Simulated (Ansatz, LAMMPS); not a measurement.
## Electronic structure of amorphous Hg33S25Se8 (66 atoms)

Wanted: forces and levels of amorphous Hg33S25Se8 (66 atoms).

Main program and level: Ansatz 0.2.0; Kohn-Sham DFT, LDA, PAW (set soft_2), plane waves.

### Step 1. The starting structure

The cell holds 66 atoms: 33 Hg, 25 S and 8 Se. Its edges and angles: a = 12.034 Å, b = 12.034 Å, c = 12.034 Å, α = 90.0°, β = 90.0°, γ = 90.0°. 66 atoms (33 Hg, 25 S, 8 Se) placed at random at 7.67 g/cm³, melted at 2500 K for 10 ps at fixed volume with the Stillinger-Weber II-VI potential (Zhou et al., Phys. Rev. B 88, 085309 (2013)). Quenched from 2500 K to 500 K at 100 K/ps and fixed volume, held 5 ps, then minimised at fixed cell.

Before any run, some limits are plain. The quench rate of 100 K/ps is many orders above laboratory rates, so the cell is likely richer in defects and strain than a real sample. The network of bonds at the start is that of the classical potential that made the cell, and needn't be the one that DFT or experiment would give. Sampling is at Γ alone, for a cell whose shortest periodic width is 12 Å. No spin–orbit coupling is included, so levels derived from the heavy atoms are approximate.

### Step 2. How the cell was made

A classical potential makes the cell, at a small fraction of what the same run would cost in DFT.

This step: classical MD, Stillinger-Weber II-VI potential (Zhou et al., Phys. Rev. B 88, 085309 (2013)) (LAMMPS 22 Jul 2025 - Update 4).

The input, in.lmp:

```
# melt-quench of Hg33S25Se8
units metal
atom_style atomic
boundary p p p
region box block 0 12.0340 0 12.0340 0 12.0340
create_box 3 box
mass 1 200.5920   # Hg
mass 2 32.0600   # S
mass 3 78.9710   # Se
create_atoms 1 random 33 699039 NULL overlap 2.14 maxtry 2000
create_atoms 2 random 25 699046 NULL overlap 2.14 maxtry 2000
create_atoms 3 random 8 699053 NULL overlap 2.14 maxtry 2000
pair_style sw
pair_coeff * * CdTeZnSeHgS0.sw Hg S Se
neigh_modify delay 0 every 1 check yes
thermo_style custom step time temp pe press density
thermo_modify norm yes
timestep 0.001
thermo 100
min_style cg
minimize 1e-4 1e-4 200 2000
reset_timestep 0
velocity all create 2500 699040 mom yes dist gaussian
fix lim all nve/limit 0.05
fix lan all langevin 2500 2500 0.1 699041 zero yes
thermo 500
run 1000 post no
unfix lim
unfix lan
thermo 1666
fix md all nvt temp 2500 2500 0.1
run 10000 post no
unfix md
thermo 2000
fix md all nvt temp 2500 500 0.1
run 20000 post no
unfix md
thermo 2500
fix md all nvt temp 500 500 0.1
run 5000 post no
unfix md
thermo 100
min_style cg
minimize 0 1e-3 2000 20000
write_dump all custom glass.dump id type xs ys zs modify sort id
```

Run with:

```bash
$ lmp -in in.lmp -log none -nocite
```

What it wrote:

```text
LAMMPS (22 Jul 2025 - Update 4)
Created orthogonal box = (0 0 0) to (12.034 12.034 12.034)
Created 33 atoms
Created 25 atoms
Created 8 atoms
   Step          Time           Temp          PotEng         Press         Density
         0   0              0              0.54188634     415905.29      7.6730171
        54   0.054          0             -1.5691311     -3929.1341      7.6730171
Loop time of 0.0120296 s on 1 MPI rank(s) for 54 steps with 66 atoms
Minimization stats:
  Stopping criterion = energy tolerance
  Energy initial, next-to-last, final =
     0.541886335498442  -1.56900066676213  -1.56913110925386
  Force two-norm initial, final = 83.857476 0.36037248
[... 34 lines left out ...]
     36000   36             500.31763     -1.6638783      11554.839      7.6730171
Loop time of 0.610573 s on 1 MPI rank(s) for 5000 steps with 66 atoms
   Step          Time           Temp          PotEng         Press         Density
     36000   36             500.31763     -1.6638783      11554.84       7.6730171
     36100   36.1           500.31763     -1.7273348      6293.6187      7.6730171
     36129   36.129         500.31763     -1.7273356      6251.7443      7.6730171
Loop time of 0.0297861 s on 1 MPI rank(s) for 129 steps with 66 atoms
Minimization stats:
  Stopping criterion = force tolerance
  Energy initial, next-to-last, final =
     -1.66387833891311  -1.72733556564959  -1.72733556680293
  Force two-norm initial, final = 7.8282202 0.00099676053
  Iterations, force evaluations = 129 257
```

Run time: 5.1 s. Hardware: 1 thread of Arm Neoverse V1, shared host; peak memory 0.076 GiB.

### Step 3. Plane-wave single point

One self-consistent run at the given positions yields energy and forces.

The input, input.yaml:

```yaml
crystal:
  lattice:
    - [12.034, 0.0, 0.0]
    - [0.0, 12.034, 0.0]
    - [0.0, 0.0, 12.034]
  atoms:
    - { symbol: Hg, position: [0.06126, 0.62431, 0.53575] }
    - { symbol: Hg, position: [0.7632, 0.20745, 0.11312] }
    - { symbol: Hg, position: [0.05443, 0.87877, 0.68175] }
    - { symbol: Hg, position: [0.03898, 0.07696, 0.27916] }
    - { symbol: Hg, position: [0.50222, 0.70744, 0.11173] }
    - { symbol: Hg, position: [0.70709, 0.18294, 0.47754] }
    - { symbol: Hg, position: [0.03825, 0.42555, 0.77949] }
    - { symbol: Hg, position: [0.33521, 0.23904, 0.9811] }
    - { symbol: Hg, position: [0.37732, 0.0617, 0.38088] }
    - { symbol: Hg, position: [0.02492, 0.40457, 0.12361] }
    - { symbol: Hg, position: [0.49362, 0.76167, 0.5413] }
    - { symbol: Hg, position: [0.3748, 0.63446, 0.35065] }
    - { symbol: Hg, position: [0.05506, 0.14002, 0.91915] }
    - { symbol: Hg, position: [0.67483, 0.9063, 0.2552] }
    - { symbol: Hg, position: [0.41177, 0.46084, 0.64555] }
    - { symbol: Hg, position: [0.46219, 0.35587, 0.20118] }
    - { symbol: Hg, position: [0.60649, 0.39447, 0.95652] }
    - { symbol: Hg, position: [0.31557, 0.98674, 0.06234] }
    - { symbol: Hg, position: [0.88556, 0.87286, 0.97383] }
    - { symbol: Hg, position: [0.60367, 0.08744, 0.87413] }
    - { symbol: Hg, position: [0.33643, 0.76536, 0.78091] }
    - { symbol: Hg, position: [0.77431, 0.894, 0.60648] }
    - { symbol: Hg, position: [0.99782, 0.80218, 0.33969] }
    - { symbol: Hg, position: [0.72773, 0.59081, 0.71235] }
    - { symbol: Hg, position: [0.20989, 0.35393, 0.42927] }
    - { symbol: Hg, position: [0.76128, 0.58547, 0.17656] }
    - { symbol: Hg, position: [0.82472, 0.21669, 0.74376] }
    - { symbol: Hg, position: [0.6185, 0.79682, 0.88125] }
    - { symbol: Hg, position: [0.65474, 0.53733, 0.4477] }
    - { symbol: Hg, position: [0.89932, 0.36816, 0.41917] }
    - { symbol: Hg, position: [0.2745, 0.5154, 0.98404] }
    - { symbol: Hg, position: [0.33089, 0.06562, 0.72505] }
    - { symbol: Hg, position: [0.12751, 0.76644, 0.09887] }
    - { symbol: S, position: [0.1871, 0.68904, 0.90943] }
    - { symbol: S, position: [0.23059, 0.79744, 0.58927] }
    - { symbol: S, position: [0.48487, 0.99824, 0.21222] }
    - { symbol: S, position: [0.02035, 0.63764, 0.74451] }
    - { symbol: S, position: [0.31158, 0.79407, 0.2115] }
    - { symbol: S, position: [0.5946, 0.28942, 0.76456] }
    - { symbol: S, position: [0.82625, 0.42755, 0.81629] }
    - { symbol: S, position: [0.13562, 0.30996, 0.62702] }
    - { symbol: S, position: [0.5542, 0.54199, 0.25396] }
    - { symbol: S, position: [0.72063, 0.78087, 0.08734] }
    - { symbol: S, position: [0.05394, 0.29012, 0.2998] }
    - { symbol: S, position: [0.92863, 0.18478, 0.55654] }
    - { symbol: S, position: [0.13268, 0.34248, 0.95314] }
    - { symbol: S, position: [0.39518, 0.27138, 0.38174] }
    - { symbol: S, position: [0.19487, 0.93669, 0.37922] }
    - { symbol: S, position: [0.57142, 0.35541, 0.52359] }
    - { symbol: S, position: [0.81912, 0.41309, 0.06221] }
    - { symbol: S, position: [0.43172, 0.97002, 0.56164] }
    - { symbol: S, position: [0.3444, 0.2776, 0.76676] }
    - { symbol: S, position: [0.54784, 0.19459, 0.07297] }
    - { symbol: S, position: [0.1186, 0.07614, 0.73003] }
    - { symbol: S, position: [0.26627, 0.54756, 0.51078] }
    - { symbol: S, position: [0.82299, 0.78098, 0.779] }
    - { symbol: S, position: [0.51116, 0.63338, 0.72613] }
    - { symbol: S, position: [0.64556, 0.05613, 0.64083] }
    - { symbol: Se, position: [0.80338, 0.08298, 0.29387] }
    - { symbol: Se, position: [0.83235, 0.08954, 0.93836] }
    - { symbol: Se, position: [0.87886, 0.59823, 0.37687] }
    - { symbol: Se, position: [0.48234, 0.57175, 0.9379] }
    - { symbol: Se, position: [0.08334, 0.98792, 0.08024] }
    - { symbol: Se, position: [0.69011, 0.78268, 0.43987] }
    - { symbol: Se, position: [0.42742, 0.94157, 0.88148] }
    - { symbol: Se, position: [0.95117, 0.96715, 0.50182] }
kpoints:
  mp_grid: { grid: [1, 1, 1] }
hamiltonian:
  xc: lda
scf:
  occupations: { method: fermi_dirac, width: 0.05 }
output:
  forces: true
  stress: true
  populations: true
  dos:
    method: { smearing: { sigma: 0.1 } }
    de: 0.1
    projected: { site_lists: { Hg: [Hg], S: [S], Se: [Se] } }
  eigenvalues: true
  write_density: true
  write_potential: true
  volumetric_format: npy
```

Run with:

```bash
$ ansatz run input.yaml --threads 8 --pin off --max-ram 15872MiB --backend cpu --events-out ev --progress --plain --runs-dir out
```

What it wrote:

```text
Engine: ansatz 0.2.0, aarch64-unknown-linux-gnu
Pseudopotentials: kind: paw
Pseudopotential: Hg, paw, valence charge 20, recommended cutoff 420 eV (normal), Hg.paw.azcp
Pseudopotential: S, paw, valence charge 6, recommended cutoff 420 eV (normal), S.paw.azcp
Pseudopotential: Se, paw, valence charge 16, recommended cutoff 420 eV (normal), Se.paw.azcp
[... 3 lines on functional and potentials left out ...]
Crystal: 66 atoms, lattice volume = 1742.730 Å³
Basis set: ecut = 420 eV, 34049 PW (Γ)
Bands: 563, of which v1, the nominal top of the filled ones, is band 469 counted from 1 (468 counted from 0)
Symmetry: 1 space group operations
Space group: P1 (ITA 1), of the structure as read, at distance tolerance 1.2e-4 Å
k-points: 1
[... 10 lines on functional and potentials left out ...]
Initial density: superposition of atomic densities (neutral atoms: chi_scale 0, normalization atom), corrected by the library's trained network
Initial wavefunctions: pseudopotential atomic-orbital guess
Functional: x = slater, c = lda
SCF iter   1: F=—  HF=-511031.688349 eV  |F-HF|=—  |Δ(HF+E_count)|=         —  Δρ=8.00e-3  dr2=2.80e0  ethr=1.77e-3  ⟨swp⟩=5.0  Hψ=1834  notcnv=0  defer=53
preconditioner: auto → LDOS  [metal: Δε(μ)=0.094 eV  Ē_g=9.722 eV  σ=0.050 eV  W_gap=0.38  n_scr=460 (ndim 8)  ℏωp=21.7 eV  f_vac=0.111  D(μ)=38.71/eV (n_scr^D=250)  β→1.0]
SCF iter   2: F=—  HF=-511031.391577 eV  |F-HF|=—  |Δ(HF+E_count)|=   2.97e-1  Δρ=4.16e-3  dr2=3.58e-1  ethr=2.99e-4  ⟨swp⟩=3.0  Hψ=963  notcnv=0  defer=67
SCF iter   3: F=—  HF=-511031.320270 eV  |F-HF|=—  |Δ(HF+E_count)|=   7.13e-2  Δρ=1.91e-3  dr2=1.38e-1  ethr=3.81e-5  ⟨swp⟩=2.0  Hψ=959  notcnv=0  defer=67
SCF iter   4: F=—  HF=-511031.297692 eV  |F-HF|=—  |Δ(HF+E_count)|=   2.26e-2  Δρ=7.65e-4  dr2=2.55e-2  ethr=1.47e-5  ⟨swp⟩=2.0  Hψ=761  notcnv=0  defer=67
SCF iter   5: F=—  HF=-511031.294157 eV  |F-HF|=—  |Δ(HF+E_count)|=   3.53e-3  Δρ=3.07e-4  dr2=4.82e-3  ethr=2.72e-6  ⟨swp⟩=2.0  Hψ=587  notcnv=0  defer=67
SCF iter   6: F=—  HF=-511031.293527 eV  |F-HF|=—  |Δ(HF+E_count)|=   6.30e-4  Δρ=1.55e-4  dr2=1.18e-3  ethr=5.14e-7  ⟨swp⟩=2.0  Hψ=590  notcnv=0  defer=67
SCF iter   7: F=—  HF=-511031.293563 eV  |F-HF|=—  |Δ(HF+E_count)|=   3.58e-5  Δρ=7.94e-5  dr2=2.88e-4  ethr=1.26e-7  ⟨swp⟩=2.0  Hψ=547  notcnv=0  defer=67
SCF iter   8: F=—  HF=-511031.293532 eV  |F-HF|=—  |Δ(HF+E_count)|=   3.08e-5  Δρ=3.90e-5  dr2=7.27e-5  ethr=3.07e-8  ⟨swp⟩=2.0  Hψ=587  notcnv=0  defer=67
SCF iter   9: F=—  HF=-511031.299244 eV  |F-HF|=—  |Δ(HF+E_count)|=   5.71e-3  Δρ=1.78e-5  dr2=1.47e-5  ethr=7.75e-9  ⟨swp⟩=2.0  Hψ=589  notcnv=0  defer=67
SCF iter  10: F=—  HF=-511031.299242 eV  |F-HF|=—  |Δ(HF+E_count)|=   1.91e-6  Δρ=7.58e-6  dr2=2.69e-6  ethr=1.57e-9  ⟨swp⟩=2.0  Hψ=762  notcnv=0  defer=67
SCF iter  11: F=—  HF=-511031.299241 eV  |F-HF|=—  |Δ(HF+E_count)|=   3.14e-7  Δρ=3.68e-6  dr2=6.61e-7  ethr=2.87e-10  ⟨swp⟩=2.0  Hψ=737  notcnv=0  defer=67
SCF iter  12: F=—  HF=-511031.299241 eV  |F-HF|=—  |Δ(HF+E_count)|=   8.32e-8  Δρ=1.72e-6  dr2=1.35e-7  ethr=7.05e-11  ⟨swp⟩=2.0  Hψ=757  notcnv=0  defer=67
SCF iter  13: F=-511031.299241 eV  HF=-511031.299241 eV  |F-HF|=2.57e-8  |Δ(HF+E_count)|=   1.92e-8  Δρ=8.11e-7  dr2=2.96e-8  ethr=1.07e-11  ⟨swp⟩=15.0  Hψ=3970  notcnv=0
SCF 1 converged in 13 iterations: F = -511031.299241 eV  dr2 = 2.96e-8
  greatest PAW one-centre occupation: 1.000 electrons in one spin orbital (limit 2), on the Hg atom at site 21 (counted from 0), in its partial waves of l = 0
SCF converged after 13 iterations
Free energy (F): -511031.299241 eV
Harris-Foulkes:  -511031.299241 eV  (|F-HF|=2.57e-8)
Internal energy: -511030.965883 eV  (E = F + TS)
E sigma→0 (E₀):  -511031.132562 eV
Entropy (-TS):   -0.333358 eV (-5.051 meV/atom)
Fermi energy:    8.113328 eV
--- Per-component energies (eV) ---
  E_band       = -19878.948616
  E_kinetic    = 23456.461068
  E_local      = -140165.375734  (includes V_loc(G=0)·N_el)
  E_nonlocal   = -1284.367918
  E_hartree    = 61424.482008
  E_xc         = -10395.052400
  E_vxc        = -11541.629314  (∫ρ·V_xc dr)
  E_paw        = -347454.916552  (= ΣΔE_a)
  E_vpaw       = -13193.024893  (= ΣTr[D̂ρ^β])
  E_aug_tail   = 0.023212  (compensation charges beyond the density's cutoff)
  E_ewald      = -96652.799465
  E_core_change = 40.579897  (= ΣΔE_core)
  E_smearing   = -0.333358  (= −TS)
  E_closure    = -0.000000  (closes the sum)
  Σ components = -511031.299241   (vs F -511031.299241, Δ=0.00e0)
--- Forces (eV/Å), atoms counted from 1 ---
  atom   1  Hg    -0.11527063     0.06612101     0.37541382
  atom   2  Hg     0.03086826     0.20335500     0.48573926
  atom   3  Hg     0.41975513     0.02334410    -0.31547829
  atom   4  Hg     0.51887279    -0.43201428     0.50321823
  atom   5  Hg    -0.71357261     0.39088093     0.22203797
  atom   6  Hg     0.21303121     0.21214469     0.19804510
  atom   7  Hg    -0.23181383     0.05021318    -0.56598899
  atom   8  Hg     0.28986701    -0.19212419    -0.01592247
  atom   9  Hg    -0.33602551    -0.22698870    -0.08081549
  atom  10  Hg    -0.31121818    -0.63977317     0.00319403
  atom  11  Hg    -0.00230861     0.11508807     0.19367404
  atom  12  Hg    -0.24128976     0.33893148     0.23655094
  atom  13  Hg     0.36593981    -0.31083593    -0.41675610
  atom  14  Hg    -0.28480873     0.13462281     0.06471297
[...]
atom  65  Se     0.51821571    -0.17362673     0.19041538
  atom  66  Se     0.10115301    -0.02773979     0.03324647
  max |Σ_I F_I| component: 2.60e-5 eV/Å
--- Stress (GPa, compression-positive) ---
       -4.333816       0.125149      -0.100714
        0.125149      -4.155620       0.424761
       -0.100714       0.424761      -3.188301
  P = ⅓ Tr σ = -3.8926 GPa (-38.926 kbar)
--- Band table (eV) ---
  k-point 0: bands = ["-106.9322", "-106.8950", "-106.8797", "-106.8568", [... 547 levels ...], "14.1865", "14.2480", "14.2808", "14.3028", "14.3704", "14.4059", "14.4379", "14.4581", "14.5559", "14.5876", "14.6253", "14.6584"]
--- Löwdin populations: 66 sites ---
  site symbol       q [e]
     0     Hg     19.1496
     1     Hg     19.0267
     2     Hg     19.0314
[...]
65     Se     16.5174
  spilling = 0.007715 (of n_electrons = 938.000000)
```

It took 27 s on 8 threads of Arm Neoverse V1, shared host; peak memory 2.6 GiB.

The column dr2 measures how far the density is from self-consistency, as an energy; F and HF (Harris–Foulkes) agree once it is small.

Read from the output:

| Quantity | Value |
| --- | --- |
| free energy | -511031.2992 eV |
| free energy per atom | -7742.8985 eV/atom |
| SCF cycles | 13 |
| pressure | -3.893 GPa |
| r.m.s. force component | 0.3635 eV/Å |
| longest force | 1.028 eV/Å |
| Fermi energy | 8.113 eV |
| levels partly filled by over 2 per cent | 7 |
| spilling of the projection | 0.007715 |

Length of the force by element:

```csv
element,coordination,atoms,mean length of the force (eV/Å),spread,least,most
Hg,all,33,0.519,0.188,0.134,0.969
S,all,25,0.690,0.184,0.399,1.03
Se,all,8,0.607,0.232,0.11,0.921
```

States in the cell by windows of 1 eV, zero at the Fermi level; the larger projections on atomic orbitals stand beside the total:

```csv
from (eV),to (eV),total,Hg d,S p,Hg s,Se p
-10,-8,0.0,0.0,0.0,0.0,0.0
-8,-7,77.1,63.1,8.0,2.7,3.0
-7,-6,242.6,226.5,7.8,3.3,2.8
-6,-5,29.7,15.4,4.9,6.1,2.0
-5,-4,34.1,6.8,10.6,10.9,3.6
-4,-3,25.5,2.9,12.7,4.3,4.0
-3,-2,43.7,4.3,27.2,1.9,7.8
-2,-1,46.0,4.2,27.8,2.1,9.3
-1,0,29.5,1.5,18.1,3.0,4.9
0,1,26.0,0.7,12.0,7.4,3.0
1,2,24.9,0.3,7.8,9.6,3.1
2,3,19.9,0.2,4.8,6.3,1.7
3,4,20.0,0.1,1.5,1.3,0.4
4,5,33.8,0.1,1.3,0.8,0.5
```

Between -26 and -10 eV lie 66 more states.

About 344 of the 938 electrons lie in deeper levels, below the stored range.

The levels nearest the highest filled one (over half full), pooled over k-points and spins:

```csv
level less the highest filled one (eV),occupation
-0.355,2.00
-0.223,1.98
-0.039,1.50
-0.0373,1.49
-0.0208,1.35
0,1.16
0.0983,0.324
0.150,0.129
0.189,0.061
0.341,0.003
0.381,0.001
0.479,0
```

Electrostatic potential energy in the ac plane at fractional y = 0.781, with atoms of Hg and S and Se within 0.2 Å of it. With pseudopotentials it is smooth inside the atoms' cores, unlike the true potential.

Values in eV, 13 rows by 16 columns, each cell a mean:
```
 12  12  10  10  12  12  12  12   8  -9 -10   7  11   7   5  10
 13  13  10   9   7   0   7  11   2 -34 -35   0   8   5   9  12
 12  12  12  10 -16 -36 -18   9   9  -4  -4   7 -16 -26  -2  12
  8   9  12  11  -4 -22  -5  11  12  12  12  11  -4 -14   5  11
  8   8   7 -12  -6   9  10   6   6  11  12  11   9  10  12  11
 12  11   3 -25 -18  10   4 -29 -31   2  10  10  10  11  13  12
 12  12  12   8   9  12   6 -20 -21   3  -5  -6   5  12  13  12
 -8   8  13  13  13  13  12  10  10   7  -8  -5   1  12  10  -5
-35  -1  12  13  12  11  12  12  13  12   7   5  11  12   5 -32
 -6   9  12  10 -10 -15   8  12  12  12  11  11  12  13  10  -3
 10   0  -4   5 -18 -23   4   8   6  10  10   5   9  12  13  12
  6 -31 -36  -5   9   9  10  -1  -7   7  -4 -26 -15  10  12  12
  9  -8 -14   6  12  13  12   9   7  10   4 -14  -3   8   8  10
```
Columns run along a (12.0 Å; values clipped at the 3rd and 97th percentile), rows up along c (12.0 Å). Atoms in or near the plane, at fractional coordinates: Hg at (0.34, 0.78), Hg at (0.62, 0.88), Hg at (0.13, 0.10), S at (0.23, 0.59), S at (0.31, 0.21), S at (0.72, 0.09), S at (0.82, 0.78), Se at (0.69, 0.44).

[end of part 1 of 2]

[Logs are printed without paths, hosts, clocks, repeated set-up lines and the standing remarks that a program may print on its own settings, such as how far it seeks lower states.]

[Hosts, paths, dates, database ids (printed as entryN), source tags and the programs' standing remarks are cut or masked in the printed files.]
